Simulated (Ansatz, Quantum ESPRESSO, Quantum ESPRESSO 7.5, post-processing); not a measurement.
# Thickness dependence of 1T-TiO2

Wanted: polarisability and band edges of 1T-TiO2, layer by layer.

Main program and level: Quantum ESPRESSO 7.5; plane-wave DFT, vdW-DF-cx, GBRV ultrasoft pseudopotentials made under PBE (geometry by Ansatz 0.2.0 with PAW datasets; geometry under PBE and PBE-D3(BJ)).

This is a report of a sequence of runs, with most program output left out.

## (1) The starting structure

The cell holds 3 atoms: 2 O and 1 Ti. Its edges and angles: a = 2.990 Å, b = 2.990 Å, c = 19.461 Å, α = 90.0°, β = 90.0°, γ = 120.0°. It derives from TiO2. Vacuum lies along c.

This sheet is a model structure: its symmetry is held, and its stability is not tested here.

## (2) Relaxation with Ansatz, 1 layer

The geometry comes first, from a plane-wave PAW code, so that the later runs on this slab share one structure.

The input, input.yaml:

```yaml
crystal:
  lattice:
    - [2.99, 0.0, 0.0]
    - [-1.495, 2.5894159573, 0.0]
    - [0.0, 0.0, 19.4611921231]
  atoms:
    - { symbol: O, position: [0.6666666667, 0.3333333333, 0.436766666] }
    - { symbol: Ti, position: [0.0, 0.0, 0.5] }
    - { symbol: O, position: [0.3333333333, 0.6666666667, 0.563233334] }
kpoints:
  mp_grid: { grid: [12, 12, 1] }
hamiltonian:
  xc: pbe
scf:
  occupations: { method: fermi_dirac, width: 0.05 }
  convergence: { dr2_threshold: 1.0e-08 }
efield:
  axis: 3
  dipole_correction: true
  ramp_position: 0.97
  ramp_width: 0.04
relax:
  f_tol: 0.01
  cell: { fix: [c, alpha, beta] }
output:
  write_potential: true
  write_density: true
  volumetric_format: npy
```

Started as:

```bash
ansatz run input.yaml --threads 4 --pin off --max-ram 8192MiB --backend cpu --events-out ev --progress --plain --runs-dir out
```

The job ended after 7.2 s (4 threads of Intel Xeon Platinum 8559C (Emerald Rapids), shared host; peak memory 0.47 GiB; 25 s of CPU time).

The steps of the relaxation:

| step | energy less that of the first step (eV) | largest force component (eV/Å) | pressure (GPa) | volume (Å³) |
| --- | --- | --- | --- | --- |
| 1 | 0.0000 | 4.1693 | -6.15 | 150.68 |
| 2 | -1.0840 | 1.4230 | -2.57 | 152.43 |
| 3 | -1.1849 | 0.5625 | 1.42 | 148.52 |
| 4 | -1.2028 | 0.0581 | -0.13 | 150.80 |
| 5 | -1.2032 | 0.0029 | 0.01 | 150.62 |
| 6* | -1.2032 | 0.0029 | 0.00 | 150.62 |

Relaxation steps marked * repeat the geometry before them on a plane-wave basis chosen anew for their cell, so energy and pressure can jump there.

Forces are held to the 6 operations that the run works with; a distortion that breaks them can't arise in this run.

| cell as run | before | after | change |
| --- | --- | --- | --- |
| a (Å) | 2.990 | 2.989 | -0.0 % |
| b (Å) | 2.990 | 2.989 | -0.0 % |

The atoms that moved most (Å, along periodic axes as changes of fractional coordinates times the final cell, across vacuum about the mean position):

| atom | dx | dy | dz | length |
| --- | --- | --- | --- | --- |
| O1 | 0.000 | 0.000 | 0.266 | 0.266 |
| O3 | 0.000 | 0.000 | -0.266 | 0.266 |

The relaxed structure:

```xyz
3
Lattice="2.9895 0.0000 0.0000 -1.4947 2.5890 0.0000 0.0000 0.0000 19.4612" Properties=species:S:1:pos:R:3
O     1.4947    0.8630    8.7659
Ti    0.0000    0.0000    9.7306
O     0.0000    1.7260   10.6953
```

Numbers from this step:

```
free energy                                                      : -3638.3185 eV
Fermi energy                                                     : -3.421 eV
gap by band count                                                : 2.727 eV
symmetry operations                                              : 6
dipole along the normal                                          : -5.37e-6 e·Å
vacuum level at the upper face over a Fermi level inside the gap : 6.894 eV
vacuum level at the lower face over a Fermi level inside the gap : 6.894 eV
```

## (3) Ground state, 1 layer: no field

The zero-field run is the reference. tefield and dipfield are on already, so that all runs share k-points and boundary.

Level of this step: plane-wave DFT, vdW-DF-cx, GBRV ultrasoft pseudopotentials made under PBE (Quantum ESPRESSO 7.5). input_dft overrides the functional of the files.

The input, n1.f0.in:

```
&control
  prefix = 'n1.f0'
  outdir = './out'
  pseudo_dir = './pseudo'
  calculation = 'scf'
  tprnfor = .true.
  tefield = .true.
  dipfield = .true.
/
&system
  ibrav = 0
  nat = 3
  ntyp = 2
  ecutwfc = 40
  ecutrho = 200
  input_dft = 'vdw-df-cx'
  occupations = 'smearing'
  smearing = 'fd'
  degauss = 0.004
  edir = 3
  emaxpos = 0.97
  eopreg = 0.04
  eamp = 0.0
  nbnd = 16
/
&electrons
  conv_thr = 1e-09
  mixing_beta = 0.4
  electron_maxstep = 120
  mixing_mode = 'plain'
/
ATOMIC_SPECIES
  O   15.9990  o_pbe_v1.2.uspp.F.UPF
  Ti  47.8670  ti_pbe_v1.4.uspp.F.UPF
CELL_PARAMETERS angstrom
  2.98947472530807 -0.00000000000000 0.00000000000000
  -1.49473736265404 2.58896105608830 -0.00000000000000
  0.00000000000000 0.00000000000000 19.46119212310000
ATOMIC_POSITIONS crystal
  O   0.666666666667 0.333333333333 0.450431502389
  Ti  -0.000000000000 -0.000000000000 0.499999981732
  O   0.333333333333 0.666666666667 0.549568515879
K_POINTS automatic
  12 12 1 0 0 0
```

Started as:

```bash
OMP_NUM_THREADS=1 mpirun -n 4 pw.x -nk 4 -in n1.f0.in > n1.f0.out
```

Elapsed: 56 s, on 4 MPI ranks; peak memory 0.53 GiB; 3.7 min of CPU time.

This step gave:

| Quantity | Value |
| --- | --- |
| free energy | -2504.8991 eV |
| Fermi energy | -3.486 eV |
| dipole along the normal | 0 e·Å |
| valence top, on the run's zero | -4.939 eV |
| conduction bottom, on the run's zero | -2.213 eV |
| gap by band count | 2.726 eV |

The run needed 12 iterations to bring the estimated error under 1e-09 Ry; the largest force on any atom, held or free, is 0.14 eV/Å.

## (4) Electrostatic potential, 1 layer

The vacuum level is read from the electrostatic potential (plot_num = 11), averaged over planes.

The input, n1.f0.pot.in:

```
&inputpp
  prefix = 'n1.f0'
  outdir = './out'
  filplot = 'n1.f0.pot.dat'
  plot_num = 11
/
```

Started as:

```bash
OMP_NUM_THREADS=1 mpirun -n 4 pp.x -in n1.f0.pot.in > n1.f0.pot.out
```

Elapsed: 22 s, on 4 MPI ranks; peak memory 0.22 GiB.

This step gave:

```
slope of the potential above                                          : 5.61e-6 eV/Å
upper vacuum line continued to the top atoms, over the valence top    : 8.424 eV
slope of the potential below                                          : -1.49e-5 eV/Å
lower vacuum line continued to the bottom atoms, over the valence top : 8.424 eV
vacuum level at the upper face over the valence top of the mesh       : 8.424 eV
vacuum level at the lower face over the valence top of the mesh       : 8.424 eV
```

Electrostatic potential energy of an electron, with the sawtooth; zero at the highest filled level of the SCF mesh. The potential energy, planar mean by z:

| z (Å) | potential energy, planar mean (eV) |
| --- | --- |
| 0.0 | 8.42 |
| 0.5 | 8.42 |
| 1.0 | 8.42 |
| 1.5 | 8.42 |
| 2.0 | 8.42 |
| 2.5 | 8.42 |
| 3.0 | 8.42 |
| 3.5 | 8.42 |
| 4.0 | 8.42 |
| 4.5 | 8.42 |
| 5.0 | 8.42 |
| 5.5 | 8.42 |
| 6.0 | 8.42 |
| 6.5 | 8.41 |
| 7.0 | 8.37 |
| 7.5 | 8.13 |
| 8.0 | 6.70 |
| 8.5 | -2.09 |
| 9.0 | -9.16 |
| 9.5 | -15.5 |
| 10.0 | -14.8 |
| 10.5 | -9.01 |
| 11.0 | -1.04 |
| 11.5 | 6.90 |
| 12.0 | 8.18 |
| 12.5 | 8.38 |
| 13.0 | 8.41 |
| 13.5 | 8.42 |
| 14.0 | 8.42 |
| 14.5 | 8.42 |
| 15.0 | 8.42 |
| 15.5 | 8.42 |
| 16.0 | 8.42 |
| 16.5 | 8.42 |
| 17.0 | 8.42 |
| 17.5 | 8.42 |
| 18.0 | 8.42 |
| 18.5 | 8.42 |
| 19.0 | 8.42 |

## (5) Self-consistent run, 1 layer: field 0.1 V/Å

eamp is the field in Hartree atomic units (1 a.u. = 51.42 V/Å). With dipfield on, it is the field in the vacuum beside an isolated sheet. The run starts from the density of the one before.

n1.f1.in is the input of step 3 with these lines changed:

```diff
@@ -1,3 +1,3 @@
 &control
-  prefix = 'n1.f0'
+  prefix = 'n1.f1'
   outdir = './out'
@@ -22,3 +22,3 @@
   eopreg = 0.04
-  eamp = 0.0
+  eamp = 0.00194469
   nbnd = 16
@@ -30,2 +30,3 @@
   mixing_mode = 'plain'
+  startingpot = 'file'
 /
```

Started as:

```bash
cp -r out/n1.f0.save out/n1.f1.save
OMP_NUM_THREADS=1 mpirun -n 4 pw.x -nk 4 -in n1.f1.in > n1.f1.out
```

It took 49 s on 4 MPI ranks; peak memory 0.79 GiB; 3.3 min of CPU time.

Numbers from this step:

```
free energy                          : -2504.8998 eV
Fermi energy                         : -3.455 eV
dipole along the normal              : 0.01297 e·Å
valence top, on the run's zero       : -4.922 eV
conduction bottom, on the run's zero : -2.196 eV
```

## (6) Potential by pp.x, 1 layer

The input, n1.f1.pot.in:

```
&inputpp
  prefix = 'n1.f1'
  outdir = './out'
  filplot = 'n1.f1.pot.dat'
  plot_num = 11
/
```

Started as:

```bash
OMP_NUM_THREADS=1 mpirun -n 4 pp.x -in n1.f1.pot.in > n1.f1.pot.out
```

It took 21 s on 4 MPI ranks; peak memory 0.22 GiB; 84 s of CPU time.

Numbers from this step:

| Item | Value |
| --- | --- |
| slope of the potential above | 0.1000 eV/Å |
| upper vacuum line continued to the top atoms, over the valence top | 8.369 eV |
| slope of the potential below | 0.09998 eV/Å |
| lower vacuum line continued to the bottom atoms, over the valence top | 8.479 eV |

The slope in the vacuum is 0.100 eV/Å for an applied 0.10 V/Å, as it should be.

## (7) Bands along a path, 1 layer: no field

A bands run reads the converged density and follows the path given under K_POINTS.

n1.f0.bands.in is the input of step 5 with these lines changed:

```diff
@@ -1,7 +1,6 @@
 &control
-  prefix = 'n1.f1'
+  prefix = 'n1.f0.bands'
   outdir = './out'
   pseudo_dir = './pseudo'
-  calculation = 'scf'
-  tprnfor = .true.
+  calculation = 'bands'
   tefield = .true.
@@ -22,3 +21,3 @@
   eopreg = 0.04
-  eamp = 0.00194469
+  eamp = 0.0
   nbnd = 16
@@ -26,7 +25,6 @@
 &electrons
-  conv_thr = 1e-09
+  conv_thr = 1e-07
   mixing_beta = 0.4
   electron_maxstep = 120
-  mixing_mode = 'plain'
-  startingpot = 'file'
+  mixing_mode = 'local-TF'
 /
@@ -43,3 +41,7 @@
   O   0.333333333333 0.666666666667 0.549568515879
-K_POINTS automatic
-  12 12 1 0 0 0
+K_POINTS crystal_b
+4
+  0.0000000000 0.0000000000 0.0000000000 12
+  0.5000000000 0.0000000000 0.0000000000 12
+  0.3333333333 0.3333333333 0.0000000000 12
+  0.0000000000 0.0000000000 0.0000000000 1
```

Started as:

```bash
cp -r out/n1.f0.save out/n1.f0.bands.save
cp out/n1.f0.xml out/n1.f0.bands.xml
OMP_NUM_THREADS=1 mpirun -n 4 pw.x -nk 4 -in n1.f0.bands.in > n1.f0.bands.out
```

Run time: 28 s. Hardware: 4 MPI ranks; peak memory 0.31 GiB.

This step gave:

| Quantity | Value |
| --- | --- |
| dipole along the normal | 0 e·Å |
| valence top, on the run's zero | -4.923 eV |
| conduction bottom, on the run's zero | -2.213 eV |
| gap by band count | 2.711 eV |

Band numbers count within the set of bands kept for display. Electronic bands along the path, in eV, zero at the highest filled level of the SCF mesh; v1 is the highest filled band, c1 the lowest empty one:

| point | v4 | v3 | v2 | v1 | c1 | c2 | c3 | c4 |
| --- | --- | --- | --- | --- | --- | --- | --- | --- |
| Γ | -3.61 | -0.64 | -0.16 | -0.16 | 2.73 | 2.73 | 4.45 | 6.16 |
| halfway | -2.97 | -2.01 | -0.98 | -0.03 | 3.12 | 3.58 | 4.17 | 5.96 |
| M | -2.53 | -1.67 | -1.19 | -0.63 | 2.98 | 3.77 | 3.84 | 6.38 |
| halfway | -1.98 | -1.93 | -1.46 | -0.73 | 3.05 | 3.85 | 3.93 | 6.37 |
| K | -2.77 | -1.41 | -1.41 | -1.05 | 2.94 | 4.01 | 4.01 | 6.34 |
| halfway | -2.83 | -1.90 | -1.48 | 0.00 | 3.43 | 3.56 | 4.04 | 6.10 |
| Γ | -3.61 | -0.64 | -0.16 | -0.16 | 2.73 | 2.73 | 4.45 | 6.16 |

Along this path the valence top lies between K and Γ and the conduction bottom at Γ.

## (8) Polarisability from the dipole between 0 and 0.1 V/A, 1 layer

Numbers from this step:

* change of slope in the vacuum: 0.10000 eV/Å
* polarisability a cell: 1.868 Å³
* sheet polarisability 4πα/A: 3.033 Å

Change of the potential energy, second field less first against z:

z (Å), change of the potential energy, second field less first (eV) and a bar from the least value:
```
      0.0     -0.410 #######
      0.5     -0.771 
      1.0     -0.721 #
      1.5     -0.671 ##
      2.0     -0.621 ###
      2.5     -0.571 ####
      3.0     -0.521 #####
      3.5     -0.471 ######
      4.0     -0.421 #######
      4.5     -0.371 ########
      5.0     -0.321 #########
      5.5     -0.271 ##########
      6.0     -0.221 ###########
      6.5     -0.172 ############
      7.0     -0.123 #############
      7.5     -0.078 ##############
      8.0     -0.040 ###############
      8.5     -0.018 ###############
      9.0     -0.007 ###############
      9.5     -0.002 ###############
     10.0      0.002 ################
     10.5      0.008 ################
     11.0      0.020 ################
     11.5      0.043 ################
     12.0      0.081 #################
     12.5      0.128 ##################
     13.0      0.176 ###################
     13.5      0.226 ####################
     14.0      0.276 #####################
     14.5      0.326 ######################
     15.0      0.376 #######################
     15.5      0.426 ########################
     16.0      0.476 #########################
     16.5      0.526 ##########################
     17.0      0.576 ###########################
     17.5      0.626 ############################
     18.0      0.676 #############################
     18.5      0.726 ##############################
     19.0      0.517 ##########################
```

## (9) Geometry from Ansatz, 2 layers

Level of this step: plane-wave DFT, PBE-D3(BJ), Ansatz PAW (Ansatz 0.2.0).

System of this step: 1T-TiO2, 2 layers, AA stacking. The cell holds 6 atoms: 4 O and 2 Ti. Cell: a = 2.990 Å, b = 2.990 Å, c = 25.222 Å, α = 90.0°, β = 90.0°, γ = 120.0°. It derives from TiO2. Vacuum lies along c.

input.yaml, the sections that differ from step 2:

```yaml
crystal:
  lattice:
    - [2.99, 0.0, 0.0]
    - [-1.495, 2.5894159573, 0.0]
    - [0.0, 0.0, 25.2223842461]
  atoms:
    - { symbol: O, position: [0.6666666667, 0.3333333333, 0.3370022404] }
    - { symbol: Ti, position: [0.0, 0.0, 0.3857920792] }
    - { symbol: O, position: [0.3333333333, 0.6666666667, 0.434581918] }
    - { symbol: O, position: [0.6666666667, 0.3333333333, 0.565418082] }
    - { symbol: Ti, position: [0.0, 0.0, 0.6142079208] }
    - { symbol: O, position: [0.3333333333, 0.6666666667, 0.6629977596] }
hamiltonian:
  xc: pbe
  dispersion: d3bj
# kpoints, scf, efield, relax, output: as in step 2
```

Started as:

```bash
ansatz run input.yaml --threads 4 --pin off --max-ram 8192MiB --backend cpu --events-out ev --progress --plain --runs-dir out
```

Run time: 23 s. Hardware: 4 threads; peak memory 0.57 GiB.

Relaxation path:

| step | energy less that of the first step (eV) | largest force component (eV/Å) | pressure (GPa) | volume (Å³) |
| --- | --- | --- | --- | --- |
| 1 | 0.0000 | 4.1958 | -10.14 | 195.28 |
| 2 | -2.1387 | 1.5493 | -4.73 | 197.22 |
| 3 | -2.3784 | 0.7334 | 2.91 | 189.27 |
| 4 | -2.4713 | 0.0764 | -0.37 | 193.77 |
| 5 | -2.5043 | 0.0961 | -0.43 | 193.88 |
| 6 | -2.5100 | 0.0883 | 0.02 | 193.44 |
| 7 | -2.5157 | 0.0211 | 0.06 | 193.42 |
| 8 | -2.5157 | 0.0016 | 0.00 | 193.46 |
| 9* | -2.5131 | 0.0017 | -0.03 | 193.46 |

Relaxation steps marked * repeat the geometry before them on a plane-wave basis chosen anew for their cell, so energy and pressure can jump there.

| cell as run | before | after | change |
| --- | --- | --- | --- |
| a (Å) | 2.990 | 2.976 | -0.5 % |
| b (Å) | 2.990 | 2.976 | -0.5 % |

The atoms that moved most (Å, along periodic axes as changes of fractional coordinates times the final cell, across vacuum about the mean position):

| atom | dx | dy | dz | length |
| --- | --- | --- | --- | --- |
| O1 | 0.000 | 0.000 | 0.858 | 0.858 |
| O6 | 0.000 | 0.000 | -0.858 | 0.858 |
| Ti5 | 0.000 | 0.000 | -0.598 | 0.598 |
| Ti2 | 0.000 | 0.000 | 0.598 | 0.598 |
| O3 | 0.000 | 0.000 | 0.333 | 0.333 |
| O4 | 0.000 | 0.000 | -0.333 | 0.333 |

Final coordinates:

```xyz
6
Lattice="2.9760 0.0000 0.0000 -1.4880 2.5773 0.0000 0.0000 0.0000 25.2224" Properties=species:S:1:pos:R:3
O     1.4880    0.8591    9.3585
Ti    0.0000    0.0000   10.3281
O     0.0000    1.7182   11.2941
O     1.4880    0.8591   13.9283
Ti    0.0000    0.0000   14.8943
O     0.0000    1.7182   15.8639
```

Numbers from this step:

| Property | Result |
| --- | --- |
| free energy | -7277.6299 eV |
| Fermi energy | -1.472 eV |
| gap by band count | 2.652 eV |
| dipole along the normal | -2.15e-7 e·Å |
| vacuum level at the upper face over a Fermi level inside the gap | 6.883 eV |
| vacuum level at the lower face over a Fermi level inside the gap | 6.883 eV |

## (10) Ground state, 2 layers: no field

Level of this step: plane-wave DFT, vdW-DF-cx, GBRV ultrasoft pseudopotentials made under PBE (Quantum ESPRESSO 7.5). input_dft overrides the functional of the files.

The input, n2.f0.in:

```
&control
  prefix = 'n2.f0'
  outdir = './out'
  pseudo_dir = './pseudo'
  calculation = 'scf'
  tprnfor = .true.
  tefield = .true.
  dipfield = .true.
/
&system
  ibrav = 0
  nat = 6
  ntyp = 2
  ecutwfc = 40
  ecutrho = 200
  input_dft = 'vdw-df-cx'
  occupations = 'smearing'
  smearing = 'fd'
  degauss = 0.004
  edir = 3
  emaxpos = 0.97
  eopreg = 0.04
  eamp = 0.0
  nbnd = 28
/
&electrons
  conv_thr = 1e-09
  mixing_beta = 0.4
  electron_maxstep = 120
  mixing_mode = 'plain'
/
ATOMIC_SPECIES
  O   15.9990  o_pbe_v1.2.uspp.F.UPF
  Ti  47.8670  ti_pbe_v1.4.uspp.F.UPF
CELL_PARAMETERS angstrom
  2.97604149487829 0.00000000000000 -0.00000000000000
  -1.48802074743914 2.57732753728121 -0.00000000000000
  -0.00000000000000 -0.00000000000000 25.22238424610000
ATOMIC_POSITIONS crystal
  O   0.666666666667 0.333333333333 0.371038824833
  Ti  0.000000000000 0.000000000000 0.409481740167
  O   0.333333333333 0.666666666667 0.447780558853
  O   0.666666666667 0.333333333333 0.552219441452
  Ti  -0.000000000000 -0.000000000000 0.590518255466
  O   0.333333333333 0.666666666667 0.628961179229
K_POINTS automatic
  12 12 1 0 0 0
```

Started as:

```bash
OMP_NUM_THREADS=1 mpirun -n 4 pw.x -nk 4 -in n2.f0.in > n2.f0.out
```

Elapsed: 2 min, on 4 MPI ranks; peak memory 0.89 GiB.

Numbers from this step:

| Item | Value |
| --- | --- |
| free energy | -5009.9361 eV |
| Fermi energy | -1.550 eV |
| dipole along the normal | -2.08e-5 e·Å |
| valence top, on the run's zero | -2.938 eV |
| conduction bottom, on the run's zero | -0.2832 eV |
| gap by band count | 2.655 eV |

## (11) Potential by pp.x, 2 layers

The input, n2.f0.pot.in:

```
&inputpp
  prefix = 'n2.f0'
  outdir = './out'
  filplot = 'n2.f0.pot.dat'
  plot_num = 11
/
```

Started as:

```bash
OMP_NUM_THREADS=1 mpirun -n 4 pp.x -in n2.f0.pot.in > n2.f0.pot.out
```

Elapsed: 20 s, on 4 MPI ranks; peak memory 0.22 GiB; 78 s of CPU time.

Numbers from this step:

| Item | Value |
| --- | --- |
| slope of the potential above | 1.20e-6 eV/Å |
| upper vacuum line continued to the top atoms, over the valence top | 8.366 eV |
| slope of the potential below | -2.05e-6 eV/Å |
| lower vacuum line continued to the bottom atoms, over the valence top | 8.365 eV |
| vacuum level at the upper face over the valence top of the mesh | 8.366 eV |
| vacuum level at the lower face over the valence top of the mesh | 8.365 eV |

## (12) SCF with pw.x, 2 layers: field 0.1 V/Å

n2.f1.in is the input of step 10 with these lines changed:

```diff
@@ -1,3 +1,3 @@
 &control
-  prefix = 'n2.f0'
+  prefix = 'n2.f1'
   outdir = './out'
@@ -22,3 +22,3 @@
   eopreg = 0.04
-  eamp = 0.0
+  eamp = 0.00194469
   nbnd = 28
@@ -30,2 +30,3 @@
   mixing_mode = 'plain'
+  startingpot = 'file'
 /
```

Started as:

```bash
cp -r out/n2.f0.save out/n2.f1.save
OMP_NUM_THREADS=1 mpirun -n 4 pw.x -nk 4 -in n2.f1.in > n2.f1.out
```

The job ended after 1.8 min (4 MPI ranks; peak memory 0.87 GiB).

Numbers from this step:

| Property | Result |
| --- | --- |
| free energy | -5009.9374 eV |
| Fermi energy | -1.602 eV |
| dipole along the normal | 0.02563 e·Å |
| valence top, on the run's zero | -2.894 eV |
| conduction bottom, on the run's zero | -0.3375 eV |
| gap by band count | 2.557 eV |

## (13) Electrostatic potential, 2 layers

The input, n2.f1.pot.in:

```
&inputpp
  prefix = 'n2.f1'
  outdir = './out'
  filplot = 'n2.f1.pot.dat'
  plot_num = 11
/
```

Started as:

```bash
OMP_NUM_THREADS=1 mpirun -n 4 pp.x -in n2.f1.pot.in > n2.f1.pot.out
```

Run time: 19 s. Hardware: 4 MPI ranks; peak memory 0.22 GiB; 75 s of CPU time.

This step gave:

| Quantity | Value |
| --- | --- |
| slope of the potential above | 0.1000 eV/Å |
| upper vacuum line continued to the top atoms, over the valence top | 8.364 eV |
| slope of the potential below | 0.10000 eV/Å |
| lower vacuum line continued to the bottom atoms, over the valence top | 8.318 eV |

The slope in the vacuum is 0.100 eV/Å for an applied 0.10 V/Å, as it should be.

[end of part 1 of 2]

[Logs are printed without paths, hosts, clocks, repeated set-up lines and the standing remarks that a program may print on its own settings, such as how far it seeks lower states.]

[Hosts, paths, dates, database ids (printed as entryN), source tags and the programs' standing remarks are cut or masked in the printed files.]

[Maps of the electrostatic potential energy from Ansatz leave out the sawtooth potential of an applied field or a dipole correction, so their vacuum need not be flat; planar profiles and work functions include it.]
